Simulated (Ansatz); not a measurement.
# Is Mg-Sc stack of (111) layers a stable metal?

The plan: relax Mg-Sc stack of (111) layers, check its phonons, and, if the lattice is stable, compute its Eliashberg function and ρ(T).

Method: DFT LDA, scalar-relativistic, plane waves, PAW; PAW set soft_1, in Ansatz 0.2.0.

Most raw output is cut from this account.

**1. The structure**

The cell holds 2 atoms: 1 Mg and 1 Sc. Cell: a = 3.283 Å, b = 3.283 Å, c = 13.681 Å, α = 90.0°, β = 90.0°, γ = 120.0°. Vacuum lies along c.

**2. Relaxation**

The structure is brought to rest under this functional.

input.yaml reads:

```yaml
crystal:
  lattice:
    - [3.28344, 0.0, 0.0]
    - [-1.64172, 2.84354, 0.0]
    - [0.0, 0.0, 13.68092]
  atoms:
    - { symbol: Mg, position: [0.0, 0.0, 0.40201978] }
    - { symbol: Sc, position: [0.33333333, 0.66666667, 0.59798022] }
  periodic: [true, true, false]
kpoints:
  mp_grid: { grid: [12, 12, 1] }
hamiltonian:
  xc: lda
  pseudopotentials: { kind: paw, azcp: { folder: soft_1 }, xc_functional: pbe }
scf:
  occupations: { method: gaussian, width: 0.1 }
output:
  forces: true
  stress: true
  eigenvalues: true
relax:
  adjacent_minimum: "off"
  f_tol: 0.005
  max_steps: 80
  cell: { stress_2d_tol: 0.02 }
```

The run is started by

```
$ ansatz run input.yaml --threads 4 --pin off --max-ram 12288MiB --backend cpu --events-out ev --progress --plain --runs-dir out
```

The job ended after 16 s (4 threads of Arm Neoverse V1, shared host; peak memory 0.51 GiB).

Relaxation path:

| step | energy less that of the first step (eV) | largest force component (eV/Å) | volume (Å³) |
| --- | --- | --- | --- |
| 1 | 0.0000 | 0.3822 | 272.27 |
| 2 | -0.1315 | 0.0054 | 257.06 |
| 3 | -0.1658 | 0.0828 | 241.53 |
| 4 | -0.1678 | 0.0092 | 239.26 |
| 5 | -0.1679 | 0.0007 | 239.84 |
| 6* | -0.1676 | 0.0007 | 239.84 |

Relaxation steps marked * repeat the geometry before them on a plane-wave basis chosen anew for their cell, so energy and pressure can jump there.

The run keeps the 6 symmetry operations that it works with, so distortions that break them were not tested.

| cell as run | before | after | change |
| --- | --- | --- | --- |
| a (Å) | 3.283 | 3.082 | -6.1 % |
| b (Å) | 3.283 | 3.082 | -6.1 % |

The atoms that moved most (Å, along periodic axes as changes of fractional coordinates times the final cell, across vacuum about the mean position):

| atom | dx | dy | dz | length |
| --- | --- | --- | --- | --- |
| Mg1 | 0.000 | 0.000 | 0.057 | 0.057 |
| Sc2 | 0.000 | 0.000 | -0.057 | 0.057 |

The relaxed structure:

```xyz
2
Lattice="3.0817 0.0000 0.0000 -1.5408 2.6688 0.0000 0.0000 0.0000 29.1618" Properties=species:S:1:pos:R:3
Mg    0.0000    0.0000    5.5573
Sc    0.0000    1.7792    8.1236
```

This step gave:

- metallic on mesh: yes
- gap on the k-mesh: 0 eV

The relaxation ends with a largest force component of 6.5e-4 eV/Å.

**3. Relaxing tightly for phonons**

Residual forces and stress shift phonon frequencies, so the cell is relaxed again, with tight thresholds and the mesh and smearing of this input.

input.yaml, the sections that differ from step 2:

```yaml
crystal:
  lattice:
    - [3.0816637189, 0.0, 0.0]
    - [-1.5408318595, 2.6687990665, 0.0]
    - [0.0, 0.0, 29.1618382056]
  atoms:
    - { symbol: Mg, position: [0.0, 0.0, 0.1905689117] }
    - { symbol: Sc, position: [0.3333333333, 0.6666666667, 0.278568867] }
  periodic: [true, true, false]
scf:
  occupations: { method: methfessel_paxton, width: 0.2 }
relax:
  adjacent_minimum: "off"
  f_tol: 0.001
  max_steps: 60
  cell: { stress_2d_tol: 0.002 }
# kpoints, hamiltonian, output: as in step 2
```

It took 8.3 s on 4 threads; peak memory 0.48 GiB; 31 s of CPU time.

Little changed from the start: no atom moved by 0.005 Å and no cell edge by 0.1 %.

**4. Phonons by linear response: q 2×2×1, k 6×6×1**

Before any scattering is computed, the phonons show whether the structure is a minimum.

input.yaml, the sections that differ from step 3:

```yaml
crystal:
  lattice:
    - [3.0814921465, 0.0, 0.0]
    - [-1.5407460733, 2.6686504804, 0.0]
    - [0.0, 0.0, 29.1618382056]
  atoms:
    - { symbol: Mg, position: [0.0, 0.0, 0.1905982411] }
    - { symbol: Sc, position: [0.3333333333, 0.6666666667, 0.2785395376] }
  periodic: [true, true, false]
kpoints:
  mp_grid: { grid: [6, 6, 1] }
output:
  eigenvalues: true
phonons:
  method: dfpt
  qmesh: [2, 2, 1]
  temperatures: { t_max: 1000, t_step: 50 }
  qpath:
    path:
      - [0.0, 0.0, 0.0]
      - [0.5, 0.0, 0.0]
      - [0.33333333, 0.33333333, 0.0]
      - [0.0, 0.0, 0.0]
    npoints: 10
# hamiltonian, scf: as in step 3
# relax: removed
```

It took 22 s on 4 threads; peak memory 0.67 GiB; 79 s of CPU time.

This step gave:

| Quantity | Value |
| --- | --- |
| share of imaginary modes in the plain interpolation between solved wavevectors | 0.1663 |
| highest frequency, solved or plainly interpolated | 231.2 cm⁻¹ |

Solved on the 2×2×1 mesh alone; all other wavevectors are interpolated. The phonon branches at the labelled points (cm⁻¹):

| point | branch 1 | branch 2 | branch 3 | branch 4 | branch 5 | branch 6 |
| --- | --- | --- | --- | --- | --- | --- |
| Γ | 0 | 0 | 0 | 96 | 96 | 190 |
| halfway | -72 | 90 | 148 | 150 | 175 | 181 |
| M | -103 | 127 | 159 | 186 | 219 | 231 |
| halfway | -102 | 153 | 156 | 196 | 216 | 225 |
| K | -102 | 149 | 191 | 200 | 211 | 219 |
| halfway | -80 | 113 | 152 | 169 | 173 | 191 |
| Γ | 0 | 0 | 0 | 96 | 96 | 190 |

Lowest modes at the softest wavevector of the mesh. The modes at q = (0.500, 0.500, 0.000) (shares of kinetic energy by element, %) (negative means imaginary):

| mode | frequency (cm⁻¹) | Mg % | Sc % |
| --- | --- | --- | --- |
| 1 | -103.3 | 8 | 92 |
| 2 | 127.3 | 36 | 64 |
| 3 | 158.9 | 92 | 8 |
| 4 | 186.4 | 64 | 36 |
| 5 | 218.7 | 16 | 84 |
| 6 | 231.1 | 84 | 16 |

Displacements in mode 1 (-103.3 cm⁻¹), the largest set to 1, in the home cell:
```
Mg1  0.04 -0.03 -0.40
Sc2  0.01 -0.01 -1.00
```

Displacements in mode 2 (127.3 cm⁻¹), the largest set to 1, in the home cell:
```
Mg1 -0.58 -1.00  0.00
Sc2 -0.57 -0.98  0.00
```

Among the solved wavevectors the lowest mode, translations apart, is -103 cm⁻¹, imaginary.

**5. Phonons: q 3×3×1, k 9×9×1**

An imaginary mode on so few k-points may come from the sampling, so the phonons are repeated with another q and k mesh.

Edit input.yaml of step 4 so:

```diff
@@ -10,3 +10,3 @@
 kpoints:
-  mp_grid: { grid: [6, 6, 1] }
+  mp_grid: { grid: [9, 9, 1] }
 hamiltonian:
@@ -20,3 +20,3 @@
   method: dfpt
-  qmesh: [2, 2, 1]
+  qmesh: [3, 3, 1]
   temperatures: { t_max: 1000, t_step: 50 }
```

Elapsed: 67 s, on 4 threads; peak memory 0.85 GiB; 4.3 min of CPU time.

Numbers from this step:

* share of imaginary modes in the plain interpolation between solved wavevectors: 0.1383
* highest frequency, solved or plainly interpolated: 227.2 cm⁻¹

Solved on the 3×3×1 mesh alone; all other wavevectors are interpolated. Phonon branches along the path, in cm⁻¹:

| point | branch 1 | branch 2 | branch 3 | branch 4 | branch 5 | branch 6 |
| --- | --- | --- | --- | --- | --- | --- |
| Γ | 0 | 0 | 0 | 95 | 95 | 187 |
| halfway | -67 | 87 | 133 | 146 | 165 | 192 |
| M | -58 | 114 | 155 | 186 | 215 | 227 |
| halfway | 24 | 136 | 164 | 190 | 210 | 224 |
| K | 69 | 146 | 183 | 199 | 201 | 221 |
| halfway | -63 | 113 | 134 | 156 | 176 | 199 |
| Γ | 0 | 0 | 0 | 95 | 95 | 187 |

Lowest modes at the softest wavevector of the mesh. The modes at q = (0.000, 0.333, 0.000) (shares of kinetic energy by element, %) (negative means imaginary):

| mode | frequency (cm⁻¹) | Mg % | Sc % |
| --- | --- | --- | --- |
| 1 | -67.3 | 14 | 86 |
| 2 | 102.4 | 30 | 70 |
| 3 | 146.4 | 80 | 20 |
| 4 | 166.9 | 70 | 30 |
| 5 | 191.0 | 25 | 75 |
| 6 | 208.8 | 81 | 19 |

Displacements in mode 1 (-67.3 cm⁻¹), the largest set to 1, in the home cell (x, y, z of the real part, then of the imaginary part):
```
Mg1  0.00  0.07 -0.18  0.00  0.05 -0.51
Sc2  0.00 -0.03  1.00  0.00  0.13 -0.09
```

Displacements in mode 2 (102.4 cm⁻¹), the largest set to 1, in the home cell (x, y, z of the real part, then of the imaginary part):
```
Mg1  0.82  0.00  0.00  0.38  0.00  0.00
Sc2 -0.95  0.00  0.00  0.33  0.00  0.00
```

The modes has structure finer than the step of the table below, so its rows give means over 10 cm⁻¹, whole bins alone (the curve runs from -78.3 to 244 cm⁻¹). Peaks (cm⁻¹: height): Mg -64.1: 0.00694, 112.1: 0.0151, 154.7: 0.0355, 185.0: 0.0465, 221.5: 0.0466; Sc -64.1: 0.0364, -23.6: 0.00843, 37.2: 0.0120, 53.4: 0.00995, 112.1: 0.0204, 185.0: 0.0236, 205.3: 0.0329.

Phonopy on the run's constants, 21x21x1 mesh, Gaussian sigma 2.3 cm⁻¹. Modes against wavenumber; means over each step; values in 1/cm⁻¹/cell:

| wavenumber (cm⁻¹) | Mg | Sc |
| --- | --- | --- |
| -70 | 0.00244 | 0.0128 |
| -60 | 0.00514 | 0.0285 |
| -50 | 0.00223 | 0.0131 |
| -40 | 0.00124 | 0.00717 |
| -30 | 5.9e-4 | 0.00323 |
| -20 | 4.7e-4 | 0.00501 |
| -10 | 8.1e-5 | 8.7e-4 |
| 0 | 2.3e-4 | 4.2e-4 |
| 10 | 1.9e-5 | 3.3e-5 |
| 20 | 5.1e-4 | 0.00167 |
| 30 | 5.4e-4 | 0.00309 |
| 40 | 0.00142 | 0.00631 |
| 50 | 0.00118 | 0.00516 |
| 60 | 0.00147 | 0.00566 |
| 70 | 0.00190 | 0.00542 |
| 80 | 0.00278 | 0.00478 |
| 90 | 0.00291 | 0.00507 |
| 100 | 0.00742 | 0.00977 |
| 110 | 0.0108 | 0.0154 |
| 120 | 0.0124 | 0.0163 |
| 130 | 0.0143 | 0.0138 |
| 140 | 0.0232 | 0.0141 |
| 150 | 0.0293 | 0.0113 |
| 160 | 0.0251 | 0.0114 |
| 170 | 0.0165 | 0.0117 |
| 180 | 0.0259 | 0.0161 |
| 190 | 0.0329 | 0.0179 |
| 200 | 0.0160 | 0.0227 |
| 210 | 0.0162 | 0.0260 |
| 220 | 0.0351 | 0.00476 |
| 230 | 0.00981 | 4.1e-4 |

No LO-TO term; unit eigenvectors of the mass-weighted matrix. Modes at Γ, with each element's share of the kinetic energy:

| mode | frequency (cm⁻¹) | symmetry | Mg % | Sc % |
| --- | --- | --- | --- | --- |
| 1 | 0.0 | unnamed | 35 | 65 |
| 2 | 0.0 | unnamed | 35 | 65 |
| 3 | 0.0 | unnamed | 35 | 65 |
| 4 | 95.0 | E | 65 | 35 |
| 5 | 95.0 | E | 65 | 35 |
| 6 | 187.2 | A1 | 65 | 35 |

Displacements in mode 4 (95.0 cm⁻¹), the largest set to 1:
```
Mg1  1.00  0.58  0.00
Sc2 -0.54 -0.31  0.00
```

Displacements in mode 6 (187.2 cm⁻¹), the largest set to 1:
```
Mg1  0.00  0.00  1.00
Sc2  0.00  0.00 -0.54
```

Among the solved wavevectors the lowest mode, translations apart, is -67.3 cm⁻¹, imaginary.

**6. Outcome**

```
phonon run of the rows without a label of their own : LDA, q 3×3×1, k 9×9×1
softest mode on the q mesh                          : -67.3 cm⁻¹ at q = (0, 0.333, 0)
highest frequency, solved or plainly interpolated   : 227 cm⁻¹
```

**Reading.** The lattice is dynamically unstable at this level: a mode at q = (0, 0.333, 0) is imaginary, 67.3i cm⁻¹, so no harmonic coupling constant or resistivity is defined for this structure. These meshes are coarse, and single modes of a metal can move by tens of cm⁻¹ with the k mesh. The coarser mesh found an imaginary mode at another wavevector, which this mesh lacks. The PAW files were made for PBE; under other functionals the run regenerates their frozen core. The structure was built by hand as an ordered model, and its stability against other phases was not tested.

[Logs are printed without paths, hosts, clocks, repeated set-up lines and the standing remarks that a program may print on its own settings, such as how far it seeks lower states.]

[Hosts, paths, dates, database ids (printed as entryN), source tags and the programs' standing remarks are cut or masked in the printed files.]
